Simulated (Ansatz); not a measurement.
# The perfect Ag wire along [111], 7 atoms a period

Aim: is the Ag wire along [111], 7 atoms a period a metal or a semiconductor?

Program: Ansatz 0.2.0. Level of theory: DFT PBE, plane waves, PAW; relaxation of a wire's period; PAW set soft_1, in the first sound run; inputs show where later runs differ. Results are calculated unless marked as measured.

**1. The structure**

The cell holds 7 atoms: 7 Ag. Its edges and angles: a = 9.734 Å, b = 10.188 Å, c = 7.188 Å, α = 90.0°, β = 90.0°, γ = 90.0°. Vacuum lies along a and b. The structure's axis is c.

**2. Relaxation of atoms and period**

Band widths follow the bond lengths, so the wire is relaxed first. The atoms and the third cell vector are free; the box across stays fixed as vacuum. A Fermi-Dirac smearing is set since the result may be a metal. The pressure printed is a third of the stress's trace over the whole box, vacuum included; only the stress along the axis is relaxed.

File input.yaml:

```yaml
crystal:
  lattice:
    - [9.734, 0.0, 0.0]
    - [0.0, 10.188, 0.0]
    - [0.0, 0.0, 7.1880108514]
  atoms:
    - { symbol: Ag, position: [0.500025331, 0.500022615, 0.0] }
    - { symbol: Ag, position: [0.349291144, 0.416874284, 0.333333333] }
    - { symbol: Ag, position: [0.500025331, 0.666319279, 0.333333333] }
    - { symbol: Ag, position: [0.650759517, 0.416874284, 0.333333333] }
    - { symbol: Ag, position: [0.349291144, 0.583170947, 0.666666667] }
    - { symbol: Ag, position: [0.500025331, 0.333725952, 0.666666667] }
    - { symbol: Ag, position: [0.650759517, 0.583170947, 0.666666667] }
kpoints:
  mp_grid: { grid: [1, 1, 12] }
scf:
  occupations: { method: fermi_dirac, width: 0.05 }
hamiltonian:
  xc: pbe
  pseudopotentials: { kind: paw, azcp: { folder: soft_1 } }
relax:
  cell: { fix: [a, b, alpha, beta, gamma] }
  max_steps: 45
  f_tol: 0.03
```

The run is started by

```
$ ansatz run input.yaml --threads 4 --pin off --max-ram 16384MiB --backend cpu --events-out ev --progress --plain --runs-dir out
```

Numbers of over 12 decimals in the logs are rounded to 6 here.

Log:

```text
Engine: ansatz 0.2.0, x86_64-unknown-linux-gnu
Pseudopotentials: kind: paw
Pseudopotential: Ag, paw, valence charge 19, recommended cutoff 420 eV (normal), soft_1/Ag.paw.azcp
Functional definition: PBE
  parameter kappa = 0.804
  parameter beta = 0.066725
  exchange = pbe_x(kappa = kappa, mu = beta*pi^2/3)
  correlation = pbe_c(beta = beta)
Crystal: 7 atoms, lattice volume = 712.835 Å³
Basis set: ecut = 420 eV, 13927 PW (Γ), exchange–correlation on 144×144×100 points (8 copies of the dense FFT grid, shifted against one another)
Bands: 80, of which v1, the nominal top of the filled ones, is band 67 counted from 1 (66 counted from 0)
Symmetry: 4 space group operations
Space group: P2/m (ITA 10), of the structure as read, at distance tolerance 8.9e-5 Å
k-points: 7 of 12
Non-local potential: Ag, projectors of the file, l = 0: 3, l = 1: 2, l = 2: 2, l = 3: 1
PAW form: soft (Blöchl's): semilocal exchange-correlation on the pseudo side does not see the compensation charge
PAW one-centre angular grid: Ag, 590 points (default); XC on 64 Gauss nodes
Initial density: superposition of atomic densities (neutral atoms: chi_scale 0, normalization atom)
Initial wavefunctions: pseudopotential atomic-orbital guess
Functional: x = pbe(κ = 0.804, μ = 0.219515), c = pbe(β = 0.066725)
iter 1 solved again at ethr=2.16e-3 eV; its pass at ethr=3.10e-3 eV (dr2=2.88e0 eV) is discarded
SCF iter   1: F=—  HF=-53128.180474 eV  |F-HF|=—  |Δ(HF+E_count)|=         —  Δρ=1.55e-2  dr2=3.07e0  ethr=2.16e-3  ⟨swp⟩=2.3  Hψ=3004  notcnv=0
preconditioner: auto → LDOS  [metal: Δε(μ)=0.079 eV  Ē_g=6.516 eV  σ=0.050 eV  W_gap=0.37  n_scr=108 (ndim 8)  ℏωp=12.2 eV  f_vac=0.687  D(μ)=7.02/eV (n_scr^D=30)  β→1.0]
SCF iter   2: F=—  HF=-53128.258313 eV  |F-HF|=—  |Δ(HF+E_count)|=   7.78e-2  Δρ=2.09e-2  dr2=3.29e0  ethr=2.16e-3  ⟨swp⟩=3.6  Hψ=1339  notcnv=0  defer=6
SCF iter   3: F=—  HF=-53127.368922 eV  |F-HF|=—  |Δ(HF+E_count)|=   8.89e-1  Δρ=2.21e-3  dr2=3.05e-2  ethr=2.16e-3  ⟨swp⟩=2.1  Hψ=975  notcnv=0  defer=34
SCF iter   4: F=—  HF=-53127.391565 eV  |F-HF|=—  |Δ(HF+E_count)|=   2.26e-2  Δρ=1.35e-3  dr2=1.97e-2  ethr=2.30e-5  ⟨swp⟩=2.0  Hψ=1052  notcnv=0  defer=34
SCF iter   5: F=—  HF=-53127.388029 eV  |F-HF|=—  |Δ(HF+E_count)|=   3.54e-3  Δρ=3.38e-4  dr2=1.17e-3  ethr=1.48e-5  ⟨swp⟩=2.0  Hψ=828  notcnv=0  defer=34
SCF iter   6: F=—  HF=-53127.388537 eV  |F-HF|=—  |Δ(HF+E_count)|=   5.07e-4  Δρ=9.36e-5  dr2=9.93e-5  ethr=8.82e-7  ⟨swp⟩=2.0  Hψ=799  notcnv=0  defer=34
SCF iter   7: F=—  HF=-53127.388604 eV  |F-HF|=—  |Δ(HF+E_count)|=   6.76e-5  Δρ=5.25e-5  dr2=2.81e-5  ethr=7.47e-8  ⟨swp⟩=2.3  Hψ=836  notcnv=0  defer=34
SCF iter   8: F=—  HF=-53127.388603 eV  |F-HF|=—  |Δ(HF+E_count)|=   1.26e-6  Δρ=1.64e-5  dr2=1.91e-6  ethr=2.12e-8  ⟨swp⟩=2.0  Hψ=945  notcnv=0  defer=34
SCF iter   9: F=—  HF=-53127.388605 eV  |F-HF|=—  |Δ(HF+E_count)|=   1.80e-6  Δρ=6.77e-6  dr2=3.02e-7  ethr=1.43e-9  ⟨swp⟩=2.0  Hψ=799  notcnv=0  defer=34
SCF iter  10: F=-53127.388605 eV  HF=-53127.388605 eV  |F-HF|=7.17e-8  |Δ(HF+E_count)|=   1.81e-8  Δρ=3.24e-6  dr2=9.45e-8  ethr=7.52e-11  ⟨swp⟩=4.0  Hψ=1795  notcnv=0
SCF 1 converged in 10 iterations: F = -53127.388605 eV  dr2 = 9.45e-8
  greatest PAW one-centre occupation: 1.001 electrons in one spin orbital (limit 2), on the Ag atom at site 0 (counted from 0), in its partial waves of l = 0
relax step   1: F+E_penalty+E_count = -53127.38860467 eV  Δ(F+E_penalty+E_count) = +0.000e0 eV  max|allowed force component| = 5.885e-1 eV/Å  Δτ_max = 0.0000 Å  P = -0.929 GPa  Ω = 712.835 Å³  fix = [a, b, alpha, beta, gamma]  reactions: a -0.579, b -0.597 GPa; alpha -0.007 GPa/rad  (10 SCF iters, dr2 threshold 1.00e-7 eV, accepted)
Crystal: 7 atoms, lattice volume = 686.693 Å³
Basis set: ecut = 420 eV, 13441 PW (Γ), exchange–correlation on 144×144×100 points (8 copies of the dense FFT grid, shifted against one another)
Initial density: handed on by an earlier stage of this run
Initial wavefunctions: those handed on with the density
iter 1 solved again at ethr=3.72e-5 eV; its pass at ethr=3.10e-3 eV (dr2=4.94e-2 eV) is discarded
SCF iter   1: F=—  HF=-53127.715724 eV  |F-HF|=—  |Δ(HF+E_count)|=         —  Δρ=2.65e-3  dr2=5.24e-2  ethr=3.72e-5  ⟨swp⟩=3.1  Hψ=2695  notcnv=0
preconditioner: auto → LDOS  [metal: Δε(μ)=0.092 eV  Ē_g=6.847 eV  σ=0.050 eV  W_gap=0.43  n_scr=108 (ndim 8)  ℏωp=12.4 eV  f_vac=0.697  D(μ)=6.20/eV (n_scr^D=28)  β→1.0]
SCF iter   2: F=—  HF=-53127.725683 eV  |F-HF|=—  |Δ(HF+E_count)|=   9.96e-3  Δρ=3.74e-3  dr2=7.70e-2  ethr=3.72e-5  ⟨swp⟩=2.0  Hψ=1113  notcnv=0
SCF iter   3: F=—  HF=-53127.702989 eV  |F-HF|=—  |Δ(HF+E_count)|=   2.27e-2  Δρ=6.38e-4  dr2=1.74e-3  ethr=3.72e-5  ⟨swp⟩=2.3  Hψ=1006  notcnv=0  defer=32
SCF iter   4: F=—  HF=-53127.702710 eV  |F-HF|=—  |Δ(HF+E_count)|=   2.79e-4  Δρ=1.19e-4  dr2=9.70e-5  ethr=1.31e-6  ⟨swp⟩=2.0  Hψ=1023  notcnv=0  defer=32
SCF iter   5: F=—  HF=-53127.702665 eV  |F-HF|=—  |Δ(HF+E_count)|=   4.48e-5  Δρ=3.86e-5  dr2=1.37e-5  ethr=7.29e-8  ⟨swp⟩=2.0  Hψ=994  notcnv=0  defer=32
SCF iter   6: F=—  HF=-53127.702666 eV  |F-HF|=—  |Δ(HF+E_count)|=   1.35e-6  Δρ=1.28e-5  dr2=2.13e-6  ethr=1.03e-8  ⟨swp⟩=2.0  Hψ=945  notcnv=0  defer=32
SCF iter   7: F=-53127.702666 eV  HF=-53127.702666 eV  |F-HF|=1.09e-7  |Δ(HF+E_count)|=   1.18e-7  Δρ=5.01e-6  dr2=2.42e-7  ethr=5.26e-10  ⟨swp⟩=4.3  Hψ=1798  notcnv=0
SCF 2 converged in 7 iterations: F = -53127.702666 eV  dr2 = 2.42e-7
relax step   2: F+E_penalty+E_count = -53127.70266595 eV  Δ(F+E_penalty+E_count) = -3.141e-1 eV  max|allowed force component| = 1.607e-1 eV/Å  Δτ_max = 0.0846 Å  P = +0.031 GPa  Ω = 686.693 Å³  energy of the carried Pulay correction = +2.395e-3 eV  fix = [a, b, alpha, beta, gamma]  reactions: a +0.280, b +0.246 GPa; alpha -0.001 GPa/rad  (7 SCF iters, dr2 threshold 7.00e-7 eV, accepted)
Crystal: 7 atoms, lattice volume = 671.623 Å³
Basis set: ecut = 420 eV, 13137 PW (Γ), exchange–correlation on 144×144×100 points (8 copies of the dense FFT grid, shifted against one another)
iter 1 solved again at ethr=2.97e-6 eV; its pass at ethr=3.10e-3 eV (dr2=3.95e-3 eV) is discarded
SCF iter   1: F=—  HF=-53127.754530 eV  |F-HF|=—  |Δ(HF+E_count)|=         —  Δρ=7.37e-4  dr2=3.91e-3  ethr=2.97e-6  ⟨swp⟩=3.0  Hψ=2638  notcnv=0
preconditioner: auto → LDOS  [metal: Δε(μ)=0.053 eV  Ē_g=6.932 eV  σ=0.050 eV  W_gap=0.26  n_scr=108 (ndim 8)  ℏωp=12.6 eV  f_vac=0.693  D(μ)=6.13/eV (n_scr^D=20)  β→1.0]
SCF iter   2: F=—  HF=-53127.754754 eV  |F-HF|=—  |Δ(HF+E_count)|=   2.24e-4  Δρ=6.69e-4  dr2=3.50e-3  ethr=2.94e-6  ⟨swp⟩=2.0  Hψ=1118  notcnv=0
SCF iter   3: F=—  HF=-53127.753855 eV  |F-HF|=—  |Δ(HF+E_count)|=   8.99e-4  Δρ=1.06e-4  dr2=9.66e-5  ethr=2.63e-6  ⟨swp⟩=2.0  Hψ=1117  notcnv=0
SCF iter   4: F=—  HF=-53127.753823 eV  |F-HF|=—  |Δ(HF+E_count)|=   3.20e-5  Δρ=4.19e-5  dr2=1.14e-5  ethr=7.26e-8  ⟨swp⟩=2.0  Hψ=831  notcnv=0
SCF iter   5: F=—  HF=-53127.753823 eV  |F-HF|=—  |Δ(HF+E_count)|=   8.07e-8  Δρ=1.44e-5  dr2=1.54e-6  ethr=8.61e-9  ⟨swp⟩=2.0  Hψ=957  notcnv=0
SCF iter   6: F=-53127.753824 eV  HF=-53127.753824 eV  |F-HF|=1.23e-7  |Δ(HF+E_count)|=   4.07e-7  Δρ=4.89e-6  dr2=3.18e-7  ethr=5.26e-10  ⟨swp⟩=4.7  Hψ=1823  notcnv=0
SCF 3 converged in 6 iterations: F = -53127.753824 eV  dr2 = 3.18e-7
relax step   3: F+E_penalty+E_count = -53127.75382360 eV  Δ(F+E_penalty+E_count) = -5.116e-2 eV  max|allowed force component| = 8.880e-2 eV/Å  Δτ_max = 0.0292 Å  P = +0.046 GPa  Ω = 671.623 Å³  energy of the carried Pulay correction = +3.845e-3 eV  fix = [a, b, alpha, beta, gamma]  reactions: a +0.210, b +0.172 GPa; alpha -0.003 GPa/rad  (6 SCF iters, dr2 threshold 7.00e-7 eV, accepted)
Crystal: 7 atoms, lattice volume = 655.951 Å³
Basis set: ecut = 420 eV, 12797 PW (Γ), exchange–correlation on 144×144×100 points (8 copies of the dense FFT grid, shifted against one another)
iter 1 solved again at ethr=3.89e-6 eV; its pass at ethr=3.10e-3 eV (dr2=5.17e-3 eV) is discarded
SCF iter   1: F=—  HF=-53127.782445 eV  |F-HF|=—  |Δ(HF+E_count)|=         —  Δρ=8.02e-4  dr2=5.13e-3  ethr=3.89e-6  ⟨swp⟩=2.9  Hψ=2629  notcnv=0
preconditioner: auto → LDOS  [metal: Δε(μ)=0.113 eV  Ē_g=6.927 eV  σ=0.050 eV  W_gap=0.47  n_scr=100 (ndim 8)  ℏωp=12.7 eV  f_vac=0.687  D(μ)=5.01/eV (n_scr^D=18)  β→1.0]
SCF iter   2: F=—  HF=-53127.782600 eV  |F-HF|=—  |Δ(HF+E_count)|=   1.55e-4  Δρ=5.65e-4  dr2=3.45e-3  ethr=3.85e-6  ⟨swp⟩=2.0  Hψ=1069  notcnv=0
SCF iter   3: F=—  HF=-53127.781787 eV  |F-HF|=—  |Δ(HF+E_count)|=   8.13e-4  Δρ=1.46e-4  dr2=2.62e-4  ethr=2.59e-6  ⟨swp⟩=2.0  Hψ=921  notcnv=0
SCF iter   4: F=—  HF=-53127.781773 eV  |F-HF|=—  |Δ(HF+E_count)|=   1.35e-5  Δρ=4.39e-5  dr2=1.61e-5  ethr=1.97e-7  ⟨swp⟩=2.0  Hψ=848  notcnv=0
SCF iter   5: F=—  HF=-53127.781775 eV  |F-HF|=—  |Δ(HF+E_count)|=   1.38e-6  Δρ=2.26e-5  dr2=3.16e-6  ethr=1.21e-8  ⟨swp⟩=2.0  Hψ=939  notcnv=0
SCF iter   6: F=-53127.781775 eV  HF=-53127.781775 eV  |F-HF|=7.91e-8  |Δ(HF+E_count)|=   1.73e-7  Δρ=6.07e-6  dr2=3.68e-7  ethr=3.71e-10  ⟨swp⟩=3.0  Hψ=2050  notcnv=0
SCF 4 converged in 6 iterations: F = -53127.781775 eV  dr2 = 3.68e-7
relax step   4: F+E_penalty+E_count = -53127.78177472 eV  Δ(F+E_penalty+E_count) = -2.795e-2 eV  max|allowed force component| = 1.267e-2 eV/Å  Δτ_max = 0.0381 Å  P = +0.029 GPa  Ω = 655.951 Å³  energy of the carried Pulay correction = +5.413e-3 eV  fix = [a, b, alpha, beta, gamma]  reactions: a +0.112, b +0.072 GPa; alpha -0.005 GPa/rad  (6 SCF iters, dr2 threshold 4.93e-7 eV, accepted)
Crystal: 7 atoms, lattice volume = 651.156 Å³
Basis set: ecut = 420 eV, 12723 PW (Γ), exchange–correlation on 144×144×100 points (8 copies of the dense FFT grid, shifted against one another)
iter 1 solved again at ethr=3.33e-7 eV; its pass at ethr=3.10e-3 eV (dr2=4.43e-4 eV) is discarded
SCF iter   1: F=—  HF=-53127.783392 eV  |F-HF|=—  |Δ(HF+E_count)|=         —  Δρ=2.22e-4  dr2=4.36e-4  ethr=3.33e-7  ⟨swp⟩=2.7  Hψ=2521  notcnv=0
preconditioner: auto → LDOS  [metal: Δε(μ)=0.114 eV  Ē_g=6.936 eV  σ=0.050 eV  W_gap=0.47  n_scr=100 (ndim 8)  ℏωp=12.8 eV  f_vac=0.686  D(μ)=4.89/eV (n_scr^D=18)  β→1.0]
SCF iter   2: F=—  HF=-53127.783425 eV  |F-HF|=—  |Δ(HF+E_count)|=   3.34e-5  Δρ=2.24e-4  dr2=4.89e-4  ethr=3.28e-7  ⟨swp⟩=2.0  Hψ=1053  notcnv=0
SCF iter   3: F=—  HF=-53127.783278 eV  |F-HF|=—  |Δ(HF+E_count)|=   1.47e-4  Δρ=2.87e-5  dr2=7.70e-6  ethr=3.28e-7  ⟨swp⟩=2.0  Hψ=990  notcnv=0
SCF iter   4: F=—  HF=-53127.783350 eV  |F-HF|=—  |Δ(HF+E_count)|=   7.21e-5  Δρ=1.59e-5  dr2=1.84e-6  ethr=5.79e-9  ⟨swp⟩=2.0  Hψ=832  notcnv=0
SCF iter   5: F=—  HF=-53127.783350 eV  |F-HF|=—  |Δ(HF+E_count)|=   1.81e-7  Δρ=7.15e-6  dr2=3.34e-7  ethr=1.39e-9  ⟨swp⟩=2.0  Hψ=955  notcnv=0
SCF iter   6: F=—  HF=-53127.783350 eV  |F-HF|=—  |Δ(HF+E_count)|=   1.22e-8  Δρ=1.73e-6  dr2=3.98e-8  ethr=2.51e-10  ⟨swp⟩=2.0  Hψ=822  notcnv=0
SCF iter   7: F=-53127.783350 eV  HF=-53127.783350 eV  |F-HF|=2.04e-10  |Δ(HF+E_count)|=  3.57e-10  Δρ=5.10e-7  dr2=2.54e-9  ethr=1.78e-11  ⟨swp⟩=4.0  Hψ=1792  notcnv=0
SCF 5 converged in 7 iterations: F = -53127.783350 eV  dr2 = 2.54e-9
relax step   5: F+E_penalty+E_count = -53127.78335001 eV  Δ(F+E_penalty+E_count) = -1.575e-3 eV  max|allowed force component| = 7.428e-3 eV/Å  Δτ_max = 0.0087 Å  P = +0.064 GPa  Ω = 651.156 Å³  energy of the carried Pulay correction = +5.905e-3 eV  fix = [a, b, alpha, beta, gamma]  reactions: a +0.110, b +0.070 GPa; alpha -0.005 GPa/rad  (7 SCF iters, dr2 threshold 2.36e-8 eV, accepted)
Basis set: ecut = 420 eV, 12723 PW (Γ), exchange–correlation on 144×144×90 points (8 copies of the dense FFT grid, shifted against one another)
Initial wavefunctions: pseudopotential atomic-orbital guess (no wavefunctions were taken with the density)
iter 1 solved again at ethr=2.08e-6 eV; its pass at ethr=3.10e-3 eV (dr2=2.77e-3 eV) is discarded
SCF iter   1: F=—  HF=-53127.777053 eV  |F-HF|=—  |Δ(HF+E_count)|=         —  Δρ=1.30e-4  dr2=1.53e-5  ethr=2.08e-6  ⟨swp⟩=4.0  Hψ=3786  notcnv=0  defer=1
eigensolver tolerance schedule: the retry pair's looser diagonalisation over-reported the residual by 179.27 of it (diagonalisation noise at 0.14 of the residual, at the tolerance the schedule requests for it); recorded, not acted on — ethr = c·dr2/N_el stays at c = 1.0e-1
preconditioner: auto → LDOS  [metal: Δε(μ)=0.115 eV  Ē_g=6.935 eV  σ=0.050 eV  W_gap=0.47  n_scr=100 (ndim 8)  ℏωp=12.8 eV  f_vac=0.686  D(μ)=4.90/eV (n_scr^D=18)  β→1.0]
SCF iter   2: F=—  HF=-53127.777179 eV  |F-HF|=—  |Δ(HF+E_count)|=   1.25e-4  Δρ=7.82e-5  dr2=3.02e-5  ethr=1.15e-8  ⟨swp⟩=2.7  Hψ=1070  notcnv=0
SCF iter   3: F=—  HF=-53127.777171 eV  |F-HF|=—  |Δ(HF+E_count)|=   7.90e-6  Δρ=3.81e-5  dr2=7.67e-6  ethr=1.15e-8  ⟨swp⟩=2.0  Hψ=1027  notcnv=0
SCF iter   4: F=—  HF=-53127.777292 eV  |F-HF|=—  |Δ(HF+E_count)|=   1.21e-4  Δρ=1.04e-5  dr2=5.73e-7  ethr=5.77e-9  ⟨swp⟩=2.6  Hψ=814  notcnv=0
SCF iter   5: F=—  HF=-53127.777292 eV  |F-HF|=—  |Δ(HF+E_count)|=   1.81e-7  Δρ=1.90e-6  dr2=1.88e-8  ethr=4.31e-10  ⟨swp⟩=2.0  Hψ=964  notcnv=0
SCF iter   6: F=—  HF=-53127.777292 eV  |F-HF|=—  |Δ(HF+E_count)|=   4.80e-9  Δρ=2.56e-7  dr2=6.06e-10  ethr=1.42e-11  ⟨swp⟩=2.0  Hψ=1003  notcnv=0
SCF iter   7: F=—  HF=-53127.777292 eV  |F-HF|=—  |Δ(HF+E_count)|=  1.46e-11  Δρ=1.32e-7  dr2=1.49e-10  ethr=1.00e-12  ⟨swp⟩=2.0  Hψ=830  notcnv=0
SCF iter   8: F=-53127.777292 eV  HF=-53127.777292 eV  |F-HF|=0.00e0  |Δ(HF+E_count)|=  1.46e-11  Δρ=5.20e-8  dr2=2.22e-11  ethr=1.00e-12  ⟨swp⟩=4.3  Hψ=1789  notcnv=0
SCF 6 converged in 8 iterations: F = -53127.777292 eV  dr2 = 2.22e-11
relax step   6: F+E_penalty+E_count = -53127.77729190 eV  Δ(F+E_penalty+E_count) = +6.058e-3 eV  max|allowed force component| = 8.173e-3 eV/Å  Δτ_max = 0.0000 Å  P = +0.065 GPa  Ω = 651.156 Å³  fix = [a, b, alpha, beta, gamma]  reactions: a +0.112, b +0.071 GPa; alpha -0.005 GPa/rad  stress off target by 1.04e-2 GPa on what of the cell is left free  SCF on the basis re-selected at this cell (its energy is not comparable with the rows above)  (8 SCF iters)
basis re-selected at this cell: Δ(F+E_penalty+E_count) = +6.058e-3 eV, ΔP = +0.001 GPa vs the last step (what re-selecting the basis moved, of the pressure what is left beyond the Pulay correction that the steps carried, after the strain that the cell walked since its last selection, with what the two solves' SCF thresholds leave and, on support functions, any second-order correction that the steps lacked; it is no measure of the basis error at this ecutwfc). The dense FFT grid was sized anew with the basis: this SCF ran on 72×72×45 points, the steps before it on 72×72×50, so part of this shift can come from that change (see relax.cell in the input reference). [rest of the remark cut]
SCF converged after 8 iterations
Free energy (F): -53127.777292 eV
Harris-Foulkes:  -53127.777292 eV  (|F-HF|=0.00e0)
Internal energy: -53127.736828 eV  (E = F + TS)
E sigma→0 (E₀):  -53127.757060 eV
Entropy (-TS):   -0.040464 eV (-5.781 meV/atom)
Fermi energy:    -0.521675 eV
--- Per-component energies (eV) ---
  E_band       = -3899.556728
  E_kinetic    = 3279.659171
  E_local      = -55970.343627  (includes V_loc(G=0)·N_el)
  E_nonlocal   = 228.512849
  E_hartree    = 26741.127433
  E_xc         = -1103.330335
  E_vxc        = -1394.565552  (∫ρ·V_xc dr)
  E_paw        = -27701.105218  (= ΣΔE_a)
  E_vpaw       = -3525.077878  (= ΣTr[D̂ρ^β])
  E_aug_tail   = 0.002630  (compensation charges beyond the density's cutoff)
  E_ewald      = 1397.740269
  E_smearing   = -0.040464  (= −TS)
  E_closure    = -0.000000  (closes the sum)
  Σ components = -53127.777292   (vs F -53127.777292, Δ=0.00e0)
--- Forces (eV/Å), atoms counted from 1 ---
  atom   1  Ag    -0.00000000     0.00000000     0.00000000
  atom   2  Ag     0.00458650     0.00209029    -0.00783719
  atom   3  Ag    -0.00000000    -0.00405808    -0.00817311
  atom   4  Ag    -0.00458650     0.00209029    -0.00783719
  atom   5  Ag     0.00458650    -0.00209029     0.00783719
  atom   6  Ag     0.00000000     0.00405808     0.00817311
  atom   7  Ag    -0.00458650    -0.00209029     0.00783719
  max |Σ_I F_I| component: 0.00e0 eV/Å
--- Stress (GPa, compression-positive) ---
        0.111690      -0.000000      -0.000000
       -0.000000       0.071492       0.005431
       -0.000000       0.005431       0.010388
  P = ⅓ Tr σ = 0.0645 GPa (0.645 kbar)
--- Relaxed structure (5 steps of the walk, 5 accepted, 1 SCFs on fresh bases) ---
  F+E_penalty+E_count = -53127.77729190 eV   max|allowed force component| = 8.173e-3 eV/Å   (the final SCF, on the basis selected at the relaxed cell)
  cell:  # Å, volume = 651.1564 Å³
    - [9.734, 0.0, 0.0]
    - [0.0, 10.188, 0]
    - [0.0, 0, 6.566063]
  atoms:
    - { symbol: Ag, position: [0.500025, 0.500023, 0] }
    - { symbol: Ag, position: [0.351907, 0.416951, 0.332732] }
    - { symbol: Ag, position: [0.500025, 0.664903, 0.330918] }
    - { symbol: Ag, position: [0.648143, 0.416951, 0.332732] }
    - { symbol: Ag, position: [0.351907, 0.583094, 0.667268] }
    - { symbol: Ag, position: [0.500025, 0.335142, 0.669082] }
    - { symbol: Ag, position: [0.648143, 0.583094, 0.667268] }
```

The job ended after 28 s (4 threads of Intel Xeon Platinum 8375C at 2.90GHz (Ice Lake), shared host; peak memory 1.5 GiB; 1.7 min of CPU time).

(Continued in part 2 of 2.)

[Logs are printed without paths, hosts, clocks, repeated set-up lines and the standing remarks that a program may print on its own settings, such as how far it seeks lower states.]

[Hosts, paths, dates, database ids (printed as entryN), source tags and the programs' standing remarks are cut or masked in the printed files.]
